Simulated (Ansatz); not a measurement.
# A hypothetical structure for TiMn3, part 2 of 2

Starting from a made-up structure for TiMn3, the aim is the relaxed cell, its shortest contacts and, where a second run follows, its electronic structure.

Ansatz 0.2.0; DFT, PBEsol, plane-wave PAW, files of the set soft_1, scalar-relativistic, ferromagnetic start, cell and ions relaxed at zero pressure; PAW set soft_1 (the session's first sound run).

So far: Set-up; Relaxing cell and atoms. The relaxed cell has a = 5.163, c = 4.225 Å (conventional setting).

In doubt: warnings of the run leave room for a lower electronic state, so energies may not be the lowest and differences between runs may mislead.

### Step 3. Electronic structure of the relaxed cell

With the geometry fixed, one more self-consistent run, with a narrower smearing and the mesh shown in its input, gives the bands, and its pressure, and its forces where symmetry allows any, show how far the geometry depends on these settings.

This step: DFT, PBEsol, plane-wave PAW, files of the set soft_1, scalar-relativistic, ferromagnetic start, bands and density of states at the relaxed cell; PAW set soft_1 (Ansatz 0.2.0).

input.yaml reads:

```yaml
crystal:
  lattice:
    - [5.1633148391, 0.0, 0.0]
    - [-2.5816574195, 4.4715618184, 0.0]
    - [0.0, 0.0, 4.2248358959]
  atoms:
    - { symbol: Mn, position: [0.8420283593, 0.1579716407, 0.75], spin: 1.6 }
    - { symbol: Mn, position: [0.3159432814, 0.1579716407, 0.75], spin: 1.6 }
    - { symbol: Mn, position: [0.8420283593, 0.6840567186, 0.75], spin: 1.6 }
    - { symbol: Mn, position: [0.1579716407, 0.8420283593, 0.25], spin: 1.6 }
    - { symbol: Mn, position: [0.6840567186, 0.8420283593, 0.25], spin: 1.6 }
    - { symbol: Mn, position: [0.1579716407, 0.3159432814, 0.25], spin: 1.6 }
    - { symbol: Ti, position: [0.6666666667, 0.3333333333, 0.25] }
    - { symbol: Ti, position: [0.3333333333, 0.6666666667, 0.75] }
magnetization:
  spin_polarized: true
kpoints:
  mp_grid: { grid: [8, 8, 8] }
  band_path:
    path:
      - [[0.0, 0.0, 0.0], [0.5, 0.0, 0.0], [0.33333333, 0.33333333, 0.0], [0.0, 0.0, 0.0], [0.0, 0.0, 0.5], [0.5, 0.0, 0.5], [0.33333333, 0.33333333, 0.5], [0.0, 0.0, 0.5]]
      - [[0.5, 0.0, 0.5], [0.5, 0.0, 0.0]]
      - [[0.33333333, 0.33333333, 0.0], [0.33333333, 0.33333333, 0.5]]
    npoints: 8
scf:
  occupations: { method: fermi_dirac, width: 0.03 }
  n_extra_bands: 17
hamiltonian:
  xc: pbesol
  pseudopotentials: { kind: paw, azcp: { folder: soft_1 }, xc_functional: pbe }
output:
  forces: true
  stress: true
  write_bands: true
  dos: { projected: true }
  write_density: true
  write_potential: true
  elf: true
  volumetric_format: npy
```

On the command line:

```console
$ ansatz run input.yaml --threads 4 --pin off --max-ram 10240MiB --backend cpu --events-out ev --progress --plain --runs-dir out
```

Numbers of over 12 decimals in the logs are rounded to 6 here.

What it wrote:

```text
Warning: the band count 74 (scf.n_extra_bands) hosts the net moment |M| = 9.6000 μB (N_el = 114) but caps the reachable moment at 2·n_bands − N_el = 34.0000 μB, below the 75 bands that the automatic rule leaves for it — a moment growing past the seed, or the majority channel's smearing tail, pins there with fewer empty majority states than that count leaves; raise or omit scf.n_extra_bands unless the cap is intended
[...]
Crystal: 8 atoms, lattice volume = 97.543 Å³
Basis set: ecut = 420 eV, 1881 PW (Γ), exchange–correlation on 72×72×60 points (8 copies of the dense FFT grid, shifted against one another)
Bands: 74, of which v1, the nominal top of the filled ones, is band 57 counted from 1 (56 counted from 0)
Symmetry: 24 space group operations
[...]
k-points: 50 of 512
[...]
Starting moments: Σ|m| = 9.6 μB on 6 of 8 sites
[...]
SCF iter   1: F=—  HF=-28163.856698 eV  |F-HF|=—  |Δ(HF+E_count)|=         —  Δρ=1.33e-1 (↑1.33e-1 ↓3.30e-2)  dr2=1.40e1  dr2_m=4.35e0  M=4.703 μB ∫|m|=4.774 μB  β_m=0.30  ethr=3.10e-3  ⟨swp⟩=3.9  Hψ=21442  notcnv=0
[...]
SCF iter  15: F=-28159.409132 eV  HF=-28159.409132 eV  |F-HF|=1.38e-9  |Δ(HF+E_count)|=  5.09e-10  Δρ=1.11e-6 (↑5.73e-7 ↓1.11e-6)  dr2=1.22e-9  dr2_m=3.55e-10  M=10.119 μB ∫|m|=10.391 μB  ethr=2.94e-11  ⟨swp⟩=9.3  Hψ=40638  notcnv=0
SCF 1 converged in 15 iterations: F = -28159.409132 eV  dr2 = 1.22e-9
[...]
WARN: an SCF from antiferromagnetic starting moments (-1.66, -1.66, -1.66, 1.66, 1.66, 1.66, 0.00, 0.00 Bohr magnetons, atom by atom) was not made, by what the run has read of turns of its moments that order reads lower: the deck asks for what bars it, or types moments that do (magnetization.spin_polarized, in the input reference, names some of the keys), or the run goes by scf.lower_state_search: light, the default, which as a rule tries one only behind a close that has lost an order of both signs, or on which an open d or half-filled 4f shell of a PAW file has lost a moment that was set nearer to Hund's than to what is left; [rest of the remark cut]
NSCF: frozen V_eff on 75 k-points
SCF converged after 15 iterations
Magnetization: 10.1187 μB (62.0594 up, 51.9406 down)
Absolute magnetization: 10.4039 μB (∫|ρ↑−ρ↓|, with the PAW one-centre terms)
[...]
Per-site moments (μB) at R_I (Å): [(1.599457, 1.009376), (1.599457, 1.009376), (1.599457, 1.009376), (1.599457, 1.009376), (1.599457, 1.009376), (1.599457, 1.009376), (-0.035395, 1.065417), (-0.035395, 1.065417)]
Free energy (F): -28159.409132 eV
[...]
Internal energy: -28159.371018 eV  (E = F + TS)
E sigma→0 (E₀):  -28159.390075 eV
Entropy (-TS):   -0.038115 eV (-4.764 meV/atom)
Fermi energy:    17.857967 eV
[...]
--- Forces (eV/Å), atoms counted from 1 ---
  atom   1  Mn    -0.02167230     0.01251251    -0.00000000
  atom   2  Mn     0.02167230     0.01251251    -0.00000000
  atom   3  Mn    -0.00000000    -0.02502502     0.00000000
  atom   4  Mn     0.02167230    -0.01251251     0.00000000
  atom   5  Mn    -0.02167230    -0.01251251     0.00000000
  atom   6  Mn     0.00000000     0.02502502    -0.00000000
  atom   7  Ti     0.00000000     0.00000000    -0.00000000
  atom   8  Ti    -0.00000000    -0.00000000     0.00000000
  max |Σ_I F_I| component: 3.12e-17 eV/Å
--- Stress (GPa, compression-positive) ---
        0.389076       0.000000      -0.000000
       -0.000000       0.389076       0.000000
       -0.000000      -0.000000       0.116697
  P = ⅓ Tr σ = 0.2983 GPa (2.983 kbar)
--- Band table (eV; the first three rows and the last of 100) ---
  k-point 0 ↑: bands = [... 53 lower, 16.9741, 16.9972, 16.9972, 17.1802, 17.1802, 17.2556, 17.5223, 17.5223, ... 13 higher]
  k-point 1 ↑: bands = [... 53 lower, 16.9400, 16.9504, 16.9504, 17.6009, 17.6009, 17.6288, 17.6698, 17.6698, ... 13 higher]
  k-point 2 ↑: bands = [... 53 lower, 17.0105, 17.0105, 17.0149, 17.0149, 17.7474, 17.7474, 18.2882, 18.4599, ... 13 higher]
  k-point 49 ↓: bands = [... 53 lower, 17.6627, 17.7660, 17.7660, 18.8083, 18.8083, 18.9032, 18.9032, 19.0391, ... 13 higher]
```

Wall time 20 s (4 threads of AMD EPYC 9R14 (Zen 4), shared host); peak memory 0.98 GiB; 70 s of CPU time.

Numbers from this step:

```
free energy             : -28159.4091 eV
energy at zero smearing : -28159.3901 eV
smearing term TS        : 0.03811 eV
Fermi energy            : 17.86 eV
magnetization           : 10.12 μB
absolute magnetization  : 10.40 μB
site moments            : 1.599, 1.599, 1.599, 1.599, 1.599, 1.599, -0.03540, -0.03540 μB
pressure                : 0.2983 GPa
```

bands.tsv at the labelled points (eV, zero at the Fermi level; the bands that come nearest the Fermi level along the path):

```tsv
point	band_60_up	band_61_up	band_62_up	band_63_up	band_49_dn	band_50_dn	band_52_dn	band_53_dn
Γ	-0.34	0.13	0.44	0.94	0.00	0.00	0.35	0.35
M	-0.46	-0.22	-0.20	-0.02	-0.22	-0.22	0.16	0.39
K	-0.34	-0.34	0.17	0.17	-0.62	-0.39	0.05	0.33
Γ	-0.34	0.13	0.44	0.94	0.00	0.00	0.35	0.35
A	0.46	0.46	1.03	1.03	0.08	0.08	0.89	0.89
L	-0.18	-0.18	-0.04	-0.04	-0.79	-0.63	-0.06	-0.06
H	-0.19	-0.19	-0.15	-0.15	-0.86	-0.78	-0.22	-0.22
A	0.46	0.46	1.03	1.03	0.08	0.08	0.89	0.89
L	-0.18	-0.18	-0.04	-0.04	-0.79	-0.63	-0.06	-0.06
M	-0.46	-0.22	-0.20	-0.02	-0.22	-0.22	0.16	0.39
K	-0.34	-0.34	0.17	0.17	-0.62	-0.39	0.05	0.33
H	-0.19	-0.19	-0.15	-0.15	-0.86	-0.78	-0.22	-0.22
```

Spin density in the ab plane at fractional z = 0.250, with atoms of Mn and Ti within 0.2 Å of it.

Values in e/Å³, 14 rows by 14 columns, each cell a mean:
```
0.0 0.2 0.7 0.9 0.4 0.1 0.0 0.0 0.1 0.6 0.9 0.4 0.1 0.0
0.1 1.0 2.5 1.6 0.3 0.0 0.0 0.1 0.5 2.1 2.2 0.6 0.1 0.0
0.3 1.6 2.2 0.8 0.1 0.0 0.0 0.1 1.0 2.3 1.4 0.2 0.0 0.0
0.4 0.8 0.5 0.1 0.0 0.0 0.0 0.1 0.5 0.8 0.4 0.1 0.0 0.1
0.2 0.2 0.1 0.0 0.0 0.0 0.0 0.1 0.2 0.2 0.1 0.0 0.0 0.1
0.1 0.0 0.0 0.0 0.0 0.0 0.0 0.0 0.0 0.0 0.0 0.0 0.0 0.0
0.0 0.0 0.0 0.1 0.1 0.0 0.0 0.0 0.0 0.0 0.0 0.0 0.0 0.0
0.0 0.1 0.3 0.4 0.2 0.1 0.0 0.0 0.0 0.0 0.0 0.0 0.0 0.0
0.2 0.7 1.8 1.4 0.4 0.1 0.0 0.0 0.0 0.0 0.0 0.0 0.0 0.0
0.4 1.6 2.7 1.3 0.3 0.0 0.0 0.0 0.0 0.0 0.0 0.0 0.0 0.1
0.3 1.1 1.0 0.3 0.1 0.0 0.0 0.0 0.0 0.0 0.0 0.0 0.0 0.1
0.1 0.2 0.1 0.0 0.0 0.0 0.0 0.0 0.0 0.0 0.0 0.0 0.0 0.0
0.0 0.0 0.0 0.0 0.0 0.0 0.0 0.0 0.0 0.0 0.0 0.0 0.0 0.0
0.0 0.0 0.1 0.1 0.2 0.1 0.0 0.0 0.0 0.1 0.2 0.1 0.1 0.0
```
Columns run along a (5.2 Å), rows up along b (5.2 Å). Atoms in or near the plane, at fractional coordinates: Mn at (0.16, 0.84), Mn at (0.68, 0.84), Mn at (0.16, 0.32), Ti at (0.67, 0.33).

ELF in the ab plane at fractional z = 0.250, with atoms of Mn and Ti within 0.2 Å of it. It is the smooth field of the valence electrons, not physical close to the nuclei.

Values, 14 rows by 14 columns, each cell a mean:
```
0.26 0.29 0.48 0.54 0.38 0.20 0.33 0.28 0.23 0.45 0.55 0.43 0.24 0.30
0.26 0.55 0.74 0.65 0.35 0.21 0.33 0.20 0.43 0.70 0.72 0.46 0.23 0.27
0.36 0.66 0.71 0.50 0.24 0.30 0.26 0.26 0.57 0.73 0.60 0.31 0.26 0.24
0.37 0.51 0.44 0.26 0.27 0.39 0.22 0.27 0.47 0.51 0.35 0.28 0.36 0.23
0.24 0.24 0.21 0.28 0.42 0.42 0.24 0.19 0.25 0.25 0.27 0.38 0.37 0.23
0.23 0.26 0.31 0.32 0.32 0.35 0.33 0.24 0.21 0.21 0.22 0.22 0.22 0.23
0.36 0.31 0.21 0.20 0.19 0.21 0.35 0.33 0.18 0.20 0.32 0.29 0.15 0.21
0.25 0.21 0.36 0.44 0.31 0.19 0.27 0.17 0.34 0.64 0.71 0.61 0.23 0.20
0.23 0.47 0.68 0.64 0.39 0.21 0.19 0.28 0.68 0.68 0.71 0.62 0.20 0.21
0.36 0.65 0.75 0.59 0.32 0.24 0.17 0.52 0.72 0.66 0.69 0.41 0.20 0.23
0.37 0.59 0.55 0.34 0.28 0.31 0.18 0.55 0.72 0.68 0.45 0.24 0.32 0.23
0.26 0.33 0.27 0.27 0.40 0.34 0.16 0.32 0.42 0.30 0.22 0.36 0.39 0.23
0.23 0.24 0.26 0.29 0.30 0.27 0.18 0.14 0.15 0.19 0.26 0.29 0.30 0.27
0.38 0.27 0.23 0.26 0.26 0.21 0.27 0.30 0.24 0.23 0.27 0.25 0.21 0.31
```
Columns run along a (5.2 Å), rows up along b (5.2 Å). Atoms in or near the plane, at fractional coordinates: Mn at (0.16, 0.84), Mn at (0.68, 0.84), Mn at (0.16, 0.32), Ti at (0.67, 0.33).

Valence density in the ab plane at fractional z = 0.250, with atoms of Mn and Ti within 0.2 Å of it. It is the smooth field of the valence electrons, not physical close to the nuclei.

Ten even steps from '0' (0 e/Å³) to '9' (23 e/Å³), each cell a mean:
```
00231000013100
03961000278200
16830000385000
12200000221000
00000000000000
00000000000000
00000000000000
00110000012100
02651000143100
06940000342000
14410000220000
00000000000000
00000000000000
00000000000000
```
Columns run along a (5.2 Å), rows up along b (5.2 Å). Atoms in or near the plane, at fractional coordinates: Mn at (0.16, 0.84), Mn at (0.68, 0.84), Mn at (0.16, 0.32), Ti at (0.67, 0.33).

### Step 4. What came out

```json
{"space group, relaxed": "P6_3/mmc", "conventional cell": "a = 5.163, b = 5.163, c = 4.225 Å; α = 90.0°, β = 90.0°, γ = 120.0°", "volume per atom": "12.19 Å³ (guess 14.25)", "total moment": "9.88 μB in the cell of 8 atoms"}
```

What this shows: TiMn3 relaxes to P6_3/mmc with a = 5.163, b = 5.163 and c = 4.225 Å. The guessed volume was 17 % too large. The space group P6_3/mmc was held in the relaxation, so the end point is a stationary structure within it and may be a saddle against distortions or other arrangements. The input starts from parallel moments, and no other start was typed. The electronic state may lie above the lowest one. Bands cross the Fermi level, so it is a metal or semimetal at this level. On the 8×8×8 mesh with the narrower smearing (relaxed on 6×6×6) the largest force component is 0.025 eV/Å and the largest stress component is 0.389 GPa, against the relaxation's thresholds of 0.015 eV/Å and 0.05 GPa. The cutoff wasn't tested. No dispersion term is used, so weakly bound directions may come out too long. The program estimates, without running it, that another magnetic order lies lower than the one relaxed here. Nothing here tests whether the compound is stable against decomposition.

[Logs are printed without paths, hosts, clocks, repeated set-up lines and the standing remarks that a program may print on its own settings, such as how far it seeks lower states.]

[Hosts, paths, dates, database ids (printed as entryN), source tags and the programs' standing remarks are cut or masked in the printed files.]
